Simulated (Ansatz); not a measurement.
## YScBr2O2: complex band structure

A new crystal, YScBr2O2: structure, gap and complex bands. It is built by putting Sc for part of the Y in the YBrO structure of space group P4/nmm, with the volume rescaled by atomic radii. The parent structure comes from the Materials Project.

Method: r2SCAN DFT, plane waves, PAW files, in the first sound run; inputs show where later runs differ, in Ansatz 0.2.0.

The structure was built from a prototype and need not be the compound's stable phase.

### 1. The structure

Symmetry: P4mm, No. 99, tetragonal system. Conventional cell: a = 3.771 Å, b = 3.771 Å, c = 8.485 Å, α = 90.00°, β = 90.00°, γ = 90.00°. Nearest to Sc lie 4 O at 2.19 Å and 4 Br at 3.12 Å. Y has 4 O at 2.19 Å and 5 Br at 3.12 to 3.83 Å and 4 Sc at 3.46 Å and 4 Y at 3.77 Å nearest. Br has 4 Y at 3.12 Å nearest. Nearest to Br lie 4 Sc at 3.12 Å and 1 Y at 3.83 Å. Nearest to O lie 2 Y at 2.19 Å and 2 Sc at 2.19 Å. It derives from YBrO. Sc for part of the Y in the YBrO structure of space group P4/nmm. Farther neighbours and most contacts between anions are not listed.

Structure file:

```cif
data_structure
_symmetry_space_group_name_H-M 'P 1'
_symmetry_Int_Tables_number 1
_cell_length_a 3.7707
_cell_length_b 3.7707
_cell_length_c 8.4854
_cell_angle_alpha 90.000
_cell_angle_beta 90.000
_cell_angle_gamma 90.000
_cell_volume 120.65
loop_
_atom_site_label
_atom_site_type_symbol
_atom_site_fract_x
_atom_site_fract_y
_atom_site_fract_z
_atom_site_occupancy
Sc1 Sc 0.00000 0.50000 0.13019 1
Y2 Y 0.50000 0.00000 0.86981 1
Br3 Br 0.00000 0.50000 0.67878 1
Br4 Br 0.50000 0.00000 0.32122 1
O5 O 0.00000 0.00000 0.00000 1
O6 O 0.50000 0.50000 0.00000 1
```

### 2. Relaxing the new crystal

The substituted atoms don't fit the parent's cell, so cell and atoms relax together. A small smearing keeps the run stable in case the gap closes on the way.

input.yaml

```yaml
crystal:
  lattice:
    - [3.7707453012, 0.0, 0.0]
    - [0.0, 3.7707453012, 0.0]
    - [0.0, 0.0, 8.4853875693]
  atoms:
    - { symbol: Sc, position: [0.0, 0.5, 0.13018625] }
    - { symbol: "Y", position: [0.5, 0.0, 0.86981375] }
    - { symbol: Br, position: [0.0, 0.5, 0.67877723] }
    - { symbol: Br, position: [0.5, 0.0, 0.32122277] }
    - { symbol: O, position: [0.0, 0.0, 0.0] }
    - { symbol: O, position: [0.5, 0.5, 0.0] }
kpoints:
  mp_grid: { grid: [6, 6, 4] }
scf:
  occupations: { method: gaussian, width: 0.03 }
hamiltonian:
  xc: r2scan
output:
  forces: true
  stress: true
relax:
  f_tol: 0.02
  max_steps: 60
  cell: {}
```

Run with:

```sh
$ ansatz run input.yaml --threads 2 --pin off --max-ram 4096MiB --backend cpu --events-out ev --progress --plain --runs-dir out
```

Numbers of over 12 decimals in the logs are rounded to 6 here.

The log of the run:

```text
Engine: ansatz 0.2.0, aarch64-unknown-linux-gnu
Pseudopotentials: kind: paw
Pseudopotential: Sc, paw, valence charge 11, recommended cutoff 500 eV (meta_gga), Sc.paw.azcp
Pseudopotential: Y, paw, valence charge 11, recommended cutoff 500 eV (meta_gga), Y.paw.azcp
Pseudopotential: Br, paw, valence charge 7, recommended cutoff 500 eV (meta_gga), Br.paw.azcp
Pseudopotential: O, paw, valence charge 6, recommended cutoff 500 eV (meta_gga), O.paw.azcp
Functional definition: r2SCAN
  parameter k0 = 0.174
  parameter k1 = 0.065
  parameter a1 = 4.9479
  exchange = r2scan_x(k0 = k0, k1 = k1, a1 = a1)
  correlation = r2scan_c
Crystal: 6 atoms, lattice volume = 120.650 Å³
Basis set: ecut = 500 eV, 3071 PW (Γ), exchange–correlation on 120×120×256 points (64 copies of the dense FFT grid, shifted against one another)
Bands: 30, of which v1, the nominal top of the filled ones, is band 24 counted from 1 (23 counted from 0)
Symmetry: 8 space group operations
Space group: P4mm (ITA 99), of the structure as read, at distance tolerance 4.9e-5 Å
k-points: 30 of 144 (time reversal used)
Non-local potential: Sc, projectors of the file, l = 0: 3, l = 1: 2, l = 2: 3, l = 3: 1
Non-local potential: Y, projectors of the file, l = 0: 3, l = 1: 2, l = 2: 2, l = 3: 1
Non-local potential: Br, projectors of the file, l = 0: 2, l = 1: 2, l = 2: 2
Non-local potential: O, projectors of the file, l = 0: 2, l = 1: 2, l = 2: 1
PAW form: soft (Blöchl's): semilocal exchange-correlation on the pseudo side does not see the compensation charge
PAW frozen core: Sc, regenerated for the run's functional (the file was generated under x = pbe(κ = 0.804, μ = 0.219515), c = pbe(β = 0.066725))
PAW frozen core: Y, regenerated for the run's functional (the file was generated under x = pbe(κ = 0.804, μ = 0.219515), c = pbe(β = 0.066725))
PAW frozen core: Br, regenerated for the run's functional (the file was generated under x = pbe(κ = 0.804, μ = 0.219515), c = pbe(β = 0.066725))
PAW frozen core: O, regenerated for the run's functional (the file was generated under x = pbe(κ = 0.804, μ = 0.219515), c = pbe(β = 0.066725))
PAW one-centre angular grid: Sc, 590 points (default); XC on 160 Gauss nodes
PAW one-centre angular grid: Y, 590 points (default); XC on 160 Gauss nodes
PAW one-centre angular grid: Br, 302 points (default); XC on 160 Gauss nodes
PAW one-centre angular grid: O, 302 points (default); XC on 160 Gauss nodes
Initial density: superposition of atomic densities (neutral atoms: chi_scale 0, normalization atom), corrected by the library's trained network
Initial wavefunctions: pseudopotential atomic-orbital guess
Functional: x = r2scan, c = r2scan; τ floored in thin density (d = 2e-4 eV/Å³)
SCF iter   1: F=—  HF=-12736.317779 eV  |F-HF|=—  |Δ(HF+E_count)|=         —  Δρ=1.07e-2  dr2=1.94e-1  dr2_τ=1.84e-1  ethr=1.77e-3  ⟨swp⟩=6.3  Hψ=4282  notcnv=0
preconditioner: auto → Resta (q_TF=auto, 2.340 Å⁻¹)  ε∞=4.3  [insulator: Δε(μ)=4.052 eV  Ē_g=10.465 eV  σ=0.030 eV  W_gap=1.00  n_scr=26 (ndim 8)  ℏωp=19.1 eV  f_vac=0.046  D(μ)=0.00/eV (n_scr^D=0)  ε∞_Penn≈4.3]
SCF iter   2: F=—  HF=-12736.409054 eV  |F-HF|=—  |Δ(HF+E_count)|=   9.13e-2  Δρ=4.51e-3  dr2=1.58e-2  dr2_τ=5.49e-3  ethr=4.04e-4  ⟨swp⟩=2.7  Hψ=1790  notcnv=0  defer=48
SCF iter   3: F=—  HF=-12736.407971 eV  |F-HF|=—  |Δ(HF+E_count)|=   1.08e-3  Δρ=1.91e-3  dr2=4.04e-3  dr2_τ=3.05e-4  ethr=3.29e-5  ⟨swp⟩=2.5  Hψ=1458  notcnv=0  defer=18
automatic band count: iteration 3 solves 29 bands in place of 30: the levels show a gap, and the empty bands left out lie too high to hold charge; the band table lists the bands solved (type scf.n_extra_bands for more)
SCF iter   4: F=—  HF=-12736.407797 eV  |F-HF|=—  |Δ(HF+E_count)|=   1.74e-4  Δρ=5.50e-4  dr2=2.36e-4  dr2_τ=5.09e-5  ethr=8.41e-6  ⟨swp⟩=2.0  Hψ=1403  notcnv=0  defer=18
SCF iter   5: F=—  HF=-12736.407832 eV  |F-HF|=—  |Δ(HF+E_count)|=   3.49e-5  Δρ=1.18e-4  dr2=1.54e-5  dr2_τ=1.45e-6  ethr=4.91e-7  ⟨swp⟩=2.4  Hψ=1288  notcnv=0  defer=18
SCF iter   6: F=—  HF=-12736.407834 eV  |F-HF|=—  |Δ(HF+E_count)|=   2.04e-6  Δρ=2.20e-5  dr2=6.88e-7  dr2_τ=4.41e-8  ethr=3.20e-8  ⟨swp⟩=2.3  Hψ=1533  notcnv=0  defer=18
SCF iter   7: F=-12736.407834 eV  HF=-12736.407834 eV  |F-HF|=8.02e-9  |Δ(HF+E_count)|=   2.73e-7  Δρ=5.57e-6  dr2=5.32e-8  dr2_τ=4.32e-9  ethr=2.08e-10  ⟨swp⟩=5.1  Hψ=3411  notcnv=0
SCF 1 converged in 7 iterations: F = -12736.407834 eV  dr2 = 5.32e-8
  greatest PAW one-centre occupation: 0.998 electrons in one spin orbital (limit 2), on the Sc atom at site 0 (counted from 0), in its partial waves of l = 0
relax step   1: F+E_penalty+E_count = -12736.40783427 eV  Δ(F+E_penalty+E_count) = +0.000e0 eV  max|allowed force component| = 1.954e0 eV/Å  Δτ_max = 0.0000 Å  P = -2.371 GPa  Ω = 120.650 Å³  (7 SCF iters, dr2 threshold 1.00e-7 eV, accepted)
Crystal: 6 atoms, lattice volume = 119.091 Å³
Basis set: ecut = 500 eV, 3039 PW (Γ), exchange–correlation on 120×120×256 points (64 copies of the dense FFT grid, shifted against one another)
Initial density: handed on by an earlier stage of this run
Initial wavefunctions: those handed on with the density
iter 1 solved again at ethr=1.33e-4 eV; its pass at ethr=3.10e-3 eV (dr2=6.38e-2 eV) is discarded
SCF iter   1: F=—  HF=-12736.477196 eV  |F-HF|=—  |Δ(HF+E_count)|=         —  Δρ=6.96e-3  dr2=6.59e-2  dr2_τ=9.60e-1  ethr=1.33e-4  ⟨swp⟩=1.6  Hψ=4912  notcnv=0
automatic band count: iteration 1 solves 28 bands in place of 30: the levels show a gap, and the empty bands left out lie too high to hold charge; the band table lists the bands solved (type scf.n_extra_bands for more)
preconditioner: auto → Resta (q_TF=auto, 2.345 Å⁻¹)  ε∞=4.6  [insulator: Δε(μ)=3.695 eV  Ē_g=10.100 eV  σ=0.030 eV  W_gap=1.00  n_scr=26 (ndim 8)  ℏωp=19.2 eV  f_vac=0.050  D(μ)=0.00/eV (n_scr^D=0)  ε∞_Penn≈4.6]
SCF iter   2: F=—  HF=-12736.584531 eV  |F-HF|=—  |Δ(HF+E_count)|=   1.07e-1  Δρ=2.80e-3  dr2=7.58e-3  dr2_τ=1.23e-3  ethr=1.33e-4  ⟨swp⟩=3.1  Hψ=1829  notcnv=0
SCF iter   3: F=—  HF=-12736.584510 eV  |F-HF|=—  |Δ(HF+E_count)|=   2.08e-5  Δρ=1.15e-3  dr2=1.38e-3  dr2_τ=1.43e-4  ethr=1.58e-5  ⟨swp⟩=2.4  Hψ=1331  notcnv=0
SCF iter   4: F=—  HF=-12736.584623 eV  |F-HF|=—  |Δ(HF+E_count)|=   1.13e-4  Δρ=3.94e-4  dr2=1.78e-4  dr2_τ=2.40e-5  ethr=2.88e-6  ⟨swp⟩=2.1  Hψ=1347  notcnv=0
SCF iter   5: F=—  HF=-12736.584648 eV  |F-HF|=—  |Δ(HF+E_count)|=   2.51e-5  Δρ=1.39e-4  dr2=2.36e-5  dr2_τ=1.36e-6  ethr=3.72e-7  ⟨swp⟩=2.0  Hψ=1209  notcnv=0
SCF iter   6: F=—  HF=-12736.584665 eV  |F-HF|=—  |Δ(HF+E_count)|=   1.73e-5  Δρ=3.20e-5  dr2=1.32e-6  dr2_τ=6.88e-8  ethr=4.93e-8  ⟨swp⟩=2.0  Hψ=1260  notcnv=0
SCF iter   7: F=-12736.584667 eV  HF=-12736.584667 eV  |F-HF|=2.87e-8  |Δ(HF+E_count)|=   1.45e-6  Δρ=7.04e-6  dr2=6.34e-8  dr2_τ=4.64e-9  ethr=1.25e-9  ⟨swp⟩=5.0  Hψ=3416  notcnv=0
SCF 2 converged in 7 iterations: F = -12736.584667 eV  dr2 = 6.34e-8
relax step   2: F+E_penalty+E_count = -12736.58466656 eV  Δ(F+E_penalty+E_count) = -1.768e-1 eV  max|allowed force component| = 4.051e-1 eV/Å  Δτ_max = 0.0881 Å  P = -0.575 GPa  Ω = 119.091 Å³  energy of the carried Pulay correction = +5.427e-4 eV  (7 SCF iters, dr2 threshold 6.00e-7 eV, accepted)
Crystal: 6 atoms, lattice volume = 118.621 Å³
Basis set: ecut = 500 eV, 3007 PW (Γ), exchange–correlation on 120×120×256 points (64 copies of the dense FFT grid, shifted against one another)
iter 1 solved again at ethr=1.34e-5 eV; its pass at ethr=3.10e-3 eV (dr2=6.44e-3 eV) is discarded
SCF iter   1: F=—  HF=-12736.568784 eV  |F-HF|=—  |Δ(HF+E_count)|=         —  Δρ=2.51e-3  dr2=6.59e-3  dr2_τ=1.64e-1  ethr=1.34e-5  ⟨swp⟩=2.0  Hψ=4970  notcnv=0
automatic band count: iteration 1 solves 28 bands in place of 30: the levels show a gap, and the empty bands left out lie too high to hold charge; the band table lists the bands solved (type scf.n_extra_bands for more)
preconditioner: auto → Resta (q_TF=auto, 2.346 Å⁻¹)  ε∞=4.5  [insulator: Δε(μ)=3.774 eV  Ē_g=10.242 eV  σ=0.030 eV  W_gap=1.00  n_scr=26 (ndim 8)  ℏωp=19.3 eV  f_vac=0.051  D(μ)=0.00/eV (n_scr^D=0)  ε∞_Penn≈4.5]
SCF iter   2: F=—  HF=-12736.612759 eV  |F-HF|=—  |Δ(HF+E_count)|=   4.40e-2  Δρ=1.41e-3  dr2=2.56e-3  dr2_τ=1.32e-4  ethr=1.34e-5  ⟨swp⟩=2.6  Hψ=1700  notcnv=0
SCF iter   3: F=—  HF=-12736.612062 eV  |F-HF|=—  |Δ(HF+E_count)|=   6.97e-4  Δρ=3.82e-4  dr2=2.58e-4  dr2_τ=3.40e-5  ethr=5.33e-6  ⟨swp⟩=2.0  Hψ=1313  notcnv=0
SCF iter   4: F=—  HF=-12736.612165 eV  |F-HF|=—  |Δ(HF+E_count)|=   1.03e-4  Δρ=1.63e-4  dr2=5.35e-5  dr2_τ=2.44e-6  ethr=5.37e-7  ⟨swp⟩=2.1  Hψ=1218  notcnv=0
SCF iter   5: F=—  HF=-12736.612182 eV  |F-HF|=—  |Δ(HF+E_count)|=   1.67e-5  Δρ=1.21e-4  dr2=1.65e-5  dr2_τ=1.98e-6  ethr=1.11e-7  ⟨swp⟩=2.0  Hψ=1472  notcnv=0
SCF iter   6: F=—  HF=-12736.612179 eV  |F-HF|=—  |Δ(HF+E_count)|=   2.22e-6  Δρ=4.16e-5  dr2=1.75e-6  dr2_τ=2.70e-7  ethr=3.43e-8  ⟨swp⟩=2.0  Hψ=1309  notcnv=0
SCF iter   7: F=-12736.612179 eV  HF=-12736.612179 eV  |F-HF|=4.15e-8  |Δ(HF+E_count)|=   1.01e-7  Δρ=9.74e-6  dr2=1.28e-7  dr2_τ=1.05e-8  ethr=1.25e-9  ⟨swp⟩=4.9  Hψ=2985  notcnv=0
SCF 3 converged in 7 iterations: F = -12736.612179 eV  dr2 = 1.28e-7
relax step   3: F+E_penalty+E_count = -12736.61217943 eV  Δ(F+E_penalty+E_count) = -2.751e-2 eV  max|allowed force component| = 2.894e-2 eV/Å  Δτ_max = 0.0652 Å  P = +0.018 GPa  Ω = 118.621 Å³  energy of the carried Pulay correction = +7.076e-4 eV  (7 SCF iters, dr2 threshold 6.00e-7 eV, accepted)
[...]
relax step   4: F+E_penalty+E_count = -12736.61223973 eV  Δ(F+E_penalty+E_count) = -6.030e-5 eV  max|allowed force component| = 1.644e-2 eV/Å  Δτ_max = 0.0111 Å  P = +0.001 GPa  Ω = 118.916 Å³  energy of the carried Pulay correction = +6.040e-4 eV  (6 SCF iters, dr2 threshold 5.24e-8 eV, accepted)
[...]
relax step   5: F+E_penalty+E_count = -12736.61228065 eV  Δ(F+E_penalty+E_count) = -4.092e-5 eV  max|allowed force component| = 4.583e-3 eV/Å  Δτ_max = 0.0014 Å  P = +0.005 GPa  Ω = 118.916 Å³  energy of the carried Pulay correction = +6.041e-4 eV  (5 SCF iters, dr2 threshold 1.14e-8 eV, accepted)
Initial wavefunctions: pseudopotential atomic-orbital guess (no wavefunctions were taken with the density)
iter 1 solved again at ethr=7.41e-8 eV; its pass at ethr=3.10e-3 eV (dr2=3.56e-5 eV) is discarded
SCF iter   1: F=—  HF=-12736.611615 eV  |F-HF|=—  |Δ(HF+E_count)|=         —  Δρ=5.50e-5  dr2=3.04e-7  dr2_τ=1.92e-6  ethr=7.41e-8  ⟨swp⟩=4.1  Hψ=7208  notcnv=0
preconditioner: auto → Resta (q_TF=auto, 2.345 Å⁻¹)  ε∞=4.3  [insulator: Δε(μ)=3.761 eV  Ē_g=10.600 eV  σ=0.030 eV  W_gap=1.00  n_scr=26 (ndim 8)  ℏωp=19.3 eV  f_vac=0.055  D(μ)=0.00/eV (n_scr^D=0)  ε∞_Penn≈4.3]
SCF iter   2: F=—  HF=-12736.611621 eV  |F-HF|=—  |Δ(HF+E_count)|=   6.12e-6  Δρ=2.84e-5  dr2=8.21e-8  dr2_τ=2.13e-7  ethr=6.33e-10  ⟨swp⟩=2.7  Hψ=1739  notcnv=0
SCF iter   3: F=—  HF=-12736.611622 eV  |F-HF|=—  |Δ(HF+E_count)|=   8.21e-7  Δρ=2.57e-6  dr2=5.97e-9  dr2_τ=8.51e-10  ethr=1.71e-10  ⟨swp⟩=2.1  Hψ=1524  notcnv=0
SCF iter   4: F=—  HF=-12736.611622 eV  |F-HF|=—  |Δ(HF+E_count)|=  5.26e-10  Δρ=7.24e-7  dr2=2.23e-10  dr2_τ=8.77e-11  ethr=1.24e-11  ⟨swp⟩=2.0  Hψ=1333  notcnv=0
SCF iter   5: F=-12736.611622 eV  HF=-12736.611622 eV  |F-HF|=2.00e-11  |Δ(HF+E_count)|=  4.55e-10  Δρ=1.75e-7  dr2=2.31e-11  dr2_τ=3.68e-12  ethr=1.00e-12  ⟨swp⟩=5.0  Hψ=3509  notcnv=0
SCF 6 converged in 5 iterations: F = -12736.611622 eV  dr2 = 2.31e-11
relax step   6: F+E_penalty+E_count = -12736.61162204 eV  Δ(F+E_penalty+E_count) = +6.586e-4 eV  max|allowed force component| = 4.385e-3 eV/Å  Δτ_max = 0.0000 Å  P = +0.007 GPa  Ω = 118.916 Å³  stress off target by 2.54e-2 GPa  SCF on the basis re-selected at this cell (its energy is not comparable with the rows above)  (5 SCF iters)
basis re-selected at this cell: Δ(F+E_penalty+E_count) = +6.586e-4 eV, ΔP = +0.002 GPa vs the last step (what re-selecting the basis moved, of the pressure what is left beyond the Pulay correction that the steps carried, after the strain that the cell walked since its last selection, with what the two solves' SCF thresholds leave and, on support functions, any second-order correction that the steps lacked; it is no m [...]
SCF converged after 5 iterations
Free energy (F): -12736.611622 eV
Harris-Foulkes:  -12736.611622 eV  (|F-HF|=2.00e-11)
Internal energy: -12736.611622 eV  (E = F + TS)
E sigma→0 (E₀):  -12736.611622 eV
Fermi energy:    7.586700 eV
--- Per-component energies (eV) ---
  E_band       = -384.489153
  E_kinetic    = 1192.759465
  E_local      = -4570.184794  (includes V_loc(G=0)·N_el)
  E_nonlocal   = 361.531589
  E_hartree    = 1830.574350
  E_xc         = -922.616943
  E_vxc        = -812.204485  (∫ρ·V_xc dr)
  E_paw        = -8664.804691  (= ΣΔE_a)
  E_vpaw       = -264.195708  (= ΣTr[D̂ρ^β])
  E_aug_tail   = 0.002018  (compensation charges beyond the density's cutoff)
  E_vtau       = 46.653966  (kinetic-family band-sum trace: ∫τ·v_τ [+ j·A + Jᵃ·Aᵃ] dr)
  E_ewald      = -1963.099903
  E_core_change = -0.772715  (= ΣΔE_core)
  E_smearing   = -0.000000  (= −TS)
  E_closure    = 0.000000  (closes the sum)
  Σ components = -12736.611622   (vs F -12736.611622, Δ=0.00e0)
--- Forces (eV/Å), atoms counted from 1 ---
  atom   1  Sc    -0.00000000     0.00000000     0.00297791
  atom   2  Y      0.00000000     0.00000000     0.00438402
  atom   3  Br     0.00000000    -0.00000000    -0.00196969
  atom   4  Br    -0.00000000     0.00000000     0.00090760
  atom   5  O     -0.00000000    -0.00000000    -0.00315307
  atom   6  O      0.00000000     0.00000000    -0.00315307
  max |Σ_I F_I| component: 6.30e-6 eV/Å
--- Stress (GPa, compression-positive) ---
       -0.002334      -0.000000      -0.000000
       -0.000000      -0.002334      -0.000000
       -0.000000      -0.000000       0.025384
  P = ⅓ Tr σ = 0.0069 GPa (0.069 kbar)
--- Relaxed structure (5 steps of the walk, 5 accepted, 1 SCFs on fresh bases) ---
  F+E_penalty+E_count = -12736.61162204 eV   max|allowed force component| = 4.385e-3 eV/Å   (the final SCF, on the basis selected at the relaxed cell)
  cell:  # Å, volume = 118.9155 Å³
    - [3.724848, 0, 0]
    - [0, 3.724848, 0.0]
    - [0, 0.0, 8.570800]
  atoms:
    - { symbol: Sc, position: [0, 0.5, 0.120492] }
    - { symbol: Y, position: [0.5, 0, 0.869286] }
    - { symbol: Br, position: [0, 0.5, 0.677555] }
    - { symbol: Br, position: [0.5, 0, 0.317833] }
    - { symbol: O, position: [0, 0, 0.00741699] }
    - { symbol: O, position: [0.5, 0.5, 0.00741699] }
```

Run time: 53 s. Hardware: 2 threads of Arm Neoverse V2, shared host; peak memory 0.64 GiB; 1.7 min of CPU time.

Relaxation path:

```tsv
step	energy less that of the first step (eV)	largest force component (eV/Å)	pressure (GPa)	volume (Å³)
1	0.0000	1.9541	-2.37	120.65
2	-0.1768	0.4051	-0.57	119.09
3	-0.2043	0.0289	0.02	118.62
4	-0.2044	0.0164	0.00	118.92
5	-0.2044	0.0046	0.00	118.92
6*	-0.2038	0.0044	0.01	118.92
```

Relaxation steps marked * repeat the geometry before them on a plane-wave basis chosen anew for their cell, so energy and pressure can jump there.

Forces are held to the 8 operations that the run works with; a distortion that breaks them can't arise in this run.

```tsv
conventional cell, symmetrised	before	after	change
a (Å)	3.771	3.725	-1.2 %
b (Å)	3.771	3.725	-1.2 %
c (Å)	8.485	8.571	+1.0 %
volume (Å³/atom)	20.11	19.82	-1.4 %
```

The atoms that moved most (Å, as changes of fractional coordinates times the final cell):

```tsv
atom	dx	dy	dz	length
Sc1	0.000	0.000	-0.083	0.083
O5	0.000	0.000	0.064	0.064
O6	0.000	0.000	0.064	0.064
Br4	0.000	0.000	-0.029	0.029
Br3	0.000	0.000	-0.010	0.010
```

The relaxed structure:

```xyz
6
Lattice="3.7248 0.0000 0.0000 0.0000 3.7248 0.0000 0.0000 0.0000 8.5708" Properties=species:S:1:pos:R:3 pbc="T T T"
Sc    0.0000    1.8624    1.0327
Y     1.8624    0.0000    7.4505
Br    0.0000    1.8624    5.8072
Br    1.8624    0.0000    2.7241
O     0.0000    0.0000    0.0636
O     1.8624    1.8624    0.0636
```

This step gave:

| Quantity | Value |
| --- | --- |
| free energy | -12736.6116 eV |
| Fermi energy | 7.587 eV |
| pressure | 0.006905 GPa |

The largest force component on a free atom ends at 0.0044 eV/Å.

(Continued in part 2 of 3.)

[Logs are printed without paths, hosts, clocks, repeated set-up lines and the standing remarks that a program may print on its own settings, such as how far it seeks lower states.]

[Hosts, paths, dates, database ids (printed as entryN), source tags and the programs' standing remarks are cut or masked in the printed files.]

[New means built here by substitution; the compound itself may be known and measured.]
